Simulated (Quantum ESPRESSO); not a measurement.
# MgO (Periclase): a worked LO-TO splitting

Wanted: the LO mode of MgO (Periclase) from the TO mode and the field response.

Method: DFT LDA, scalar-relativistic, plane waves, PseudoDojo norm-conserving pseudopotentials, in Quantum ESPRESSO 7.5.

The database entry behind the starting cell differs from later determinations by our own check (about 0.1 % long), so it need not match the best structure at ambient conditions.

**1. The relaxed structure**

The structure is cubic, space group Fm-3m (No. 225). Conventional cell: a = 4.160 Å, b = 4.160 Å, c = 4.160 Å, α = 90.00°, β = 90.00°, γ = 90.00°. Nearest to Mg lie 6 O at 2.08 Å. O has 6 Mg at 2.08 Å nearest. Farther neighbours and most contacts between anions are not listed.

Coordinates:

```
Mg O
1.0
    -2.08009    0.00000    2.08009
     0.00000    2.08009    2.08009
    -2.08009    2.08009    0.00000
Mg O
1 1
Direct
  0.00000 0.00000 0.00000
  0.50000 0.50000 0.50000
```

This is the cell after its relaxation at this level of theory, not the database cell from which that began.

**2. What the response run gave**

A linear-response run on the relaxed cell, with the response to an electric field; only its zone-centre results are used. Cutoff 84 Ry, k mesh 12×12×12.

Log:

```text
[banners, grids, parts of the stress and lines that vanish by symmetry left out]
Program PHONON v.7.5
     Reading xml data from directory:

[...]
Exchange-correlation= PW
                           (   1   4   0   0   0   0   0)
[...]
kinetic-energy cut-off    =      84.0000  Ry
     charge density cut-off    =     336.0000  Ry
     convergence threshold     =      1.0E-18
[...]
Exchange-correlation= PW
                           (   1   4   0   0   0   0   0)
[...]
q = (   0.0000000   0.0000000   0.0000000 )
     49 Sym.Ops. (with q -> -q+G )
     G cutoff =  526.0197  (  12627 G-vectors)     FFT grid: ( 36, 36, 36)
     number of k points=    72
[...]
Mode symmetry, O_h (m-3m)  point group:
[...]
Dielectric constant
[...]
End of electric fields calculation
          Dielectric constant in cartesian axis
          (       3.171220976      -0.000000000      -0.000000000 )
          (      -0.000000000       3.171220976       0.000000000 )
          (      -0.000000000       0.000000000       3.171220976 )
          Effective charges (d Force / dE) in cartesian axis without acoustic sum rule applied (asr)
           atom    1  Mg    Mean Z*:        1.97182
      Ex  (        1.97182        0.00000        0.00000 )
      Ey  (        0.00000        1.97182       -0.00000 )
      Ez  (        0.00000       -0.00000        1.97182 )
           atom    2  O     Mean Z*:       -1.97155
      Ex  (       -1.97155        0.00000        0.00000 )
      Ey  (        0.00000       -1.97155       -0.00000 )
      Ez  (        0.00000       -0.00000       -1.97155 )
          Effective charges Sum: Mean:        0.00027
[...]
Effective charges (d Force / dE) in cartesian axis with asr applied:
           atom    1  Mg    Mean Z*:        1.97168
[...]
atom    2  O     Mean Z*:       -1.97168
[...]
Representation #   1 modes #   1   2   3
[...]
End of self-consistent calculation
     Convergence has been achieved
     Representation #   2 modes #   4   5   6
[...]
End of self-consistent calculation
     Convergence has been achieved
[...]
Dielectric constant in cartesian axis
          (       3.171220976      -0.000000000      -0.000000000 )
          (      -0.000000000       3.171220976       0.000000000 )
          (      -0.000000000       0.000000000       3.171220976 )
          Effective charges (d Force / dE) in cartesian axis without acoustic sum rule applied (asr)
           atom    1  Mg    Mean Z*:        1.97182
      Ex  (        1.97182        0.00000        0.00000 )
      Ey  (        0.00000        1.97182       -0.00000 )
      Ez  (        0.00000       -0.00000        1.97182 )
           atom    2  O     Mean Z*:       -1.97155
      Ex  (       -1.97155        0.00000        0.00000 )
      Ey  (        0.00000       -1.97155       -0.00000 )
      Ez  (        0.00000       -0.00000       -1.97155 )
          Effective charges Sum: Mean:        0.00027
[...]
Effective charges (d Force / dE) in cartesian axis with asr applied:
           atom    1  Mg    Mean Z*:        1.97168
[...]
atom    2  O     Mean Z*:       -1.97168
[...]
q = (    0.000000000   0.000000000   0.000000000 )
[...]
freq (    1) =       0.084361 [THz] =       2.813991 [cm-1]
     freq (    2) =       0.084361 [THz] =       2.813991 [cm-1]
     freq (    3) =       0.084361 [THz] =       2.813991 [cm-1]
     freq (    4) =      12.269548 [THz] =     409.268070 [cm-1]
     freq (    5) =      12.269548 [THz] =     409.268070 [cm-1]
     freq (    6) =      12.269548 [THz] =     409.268070 [cm-1]
[...]
Mode symmetry, O_h (m-3m)  point group:
     freq (   1-   3) =          2.8  [cm-1]   --> T_1u G_15  G_4- I
     freq (   4-   6) =        409.3  [cm-1]   --> T_1u G_15  G_4- I

   JOB DONE.
```

| quantity | value |
| --- | --- |
| cell volume Ω (Å³) | 18.000 |
| mass of Mg (u) | 24.305 |
| mass of O (u) | 15.999 |
| Born charge of Mg, raw (e) | 1.972 |
| Born charge of O, raw (e) | -1.972 |
| ε∞ | 3.171 |
| ω(TO) after the sum rule (cm⁻¹) | 409.3 |

**3. The calculation**

The charges must sum to zero over the cell; taking off their mean, 0.000 e, leaves Z* = 1.972 e on Mg. In the polar mode Mg moves against O, so the reduced mass is μ = 24.30 × 16.00 / 40.30 = 9.648 u.

A longitudinal wave builds up a field that adds to the restoring force: ω(LO)² = ω(TO)² + 4π Z*² / (μ Ω ε∞), in Hartree atomic units. With μ = 17587 electron masses and Ω = 121.47 bohr³ the second term is 7.2110e-06 Ha², or 347346 cm⁻² (1 Ha = 219474.6 cm⁻¹).

So ω(LO) = √(167494 + 347346) = 717.5 cm⁻¹, and by the Lyddane-Sachs-Teller relation ε₀ = ε∞ (ω(LO)/ω(TO))² = 9.75.

**4. Check against the program**

The analysis program adds the same non-analytic term to the full matrix, here for q along (1 0 0).

Log:

```text
[banner, memory and clock lines left out]
Program DYNMAT v.7.5

     Reading Dynamical Matrix from file g.dyn
     ...Force constants read
     ...epsilon and Z* read

     Polarizability (A^3 units)
     multiply by 0.580134 for Clausius-Mossotti correction
         3.110078   -0.000000   -0.000000
        -0.000000    3.110078    0.000000
        -0.000000    0.000000    3.110078

     IR activities are in (D/A)^2/amu units

# mode   [cm-1]    [THz]      IR
    1     -0.00   -0.0000    0.0000
    2     -0.00   -0.0000    0.0000
    3      0.00    0.0000    0.0000
    4    409.26   12.2693    9.2961
    5    409.26   12.2693    9.2961
    6    717.52   21.5107    9.2961
```

ε₀ comes from the program's run without a direction of q.

| quantity | by hand | program |
| --- | --- | --- |
| ω(LO) (cm⁻¹) | 717.5 | 717.5 |
| ε₀ | 9.75 | 9.75 |

**5. What came out**

```json
{
 "TO mode": "409.3 cm⁻¹",
 "LO mode": "717.5 cm⁻¹",
 "static dielectric constant": "9.748"
}
```

The LO mode of MgO (Periclase) lies at 718 cm⁻¹, 308 cm⁻¹ above the TO mode; the formula meets the program within 0.1 cm⁻¹, as it must for a cubic crystal with one polar mode. ω(LO)² − ω(TO)² goes with Z*²/ε∞: an error of 5 % in ε∞ would move the LO mode by 11.6 cm⁻¹, and semilocal functionals tend to overestimate ε∞. These are harmonic values at zero temperature, at the volume of this functional, for the structure held cubic; stability elsewhere in the zone is no part of this calculation.

[Host names and launcher messages were left out of these logs when they were recorded.]

[Logs are printed without paths, hosts, clocks, repeated set-up lines and the standing remarks that a program may print on its own settings, such as how far it seeks lower states.]

[Hosts, paths, dates, database ids (printed as entryN), source tags and the programs' standing remarks are cut or masked in the printed files.]
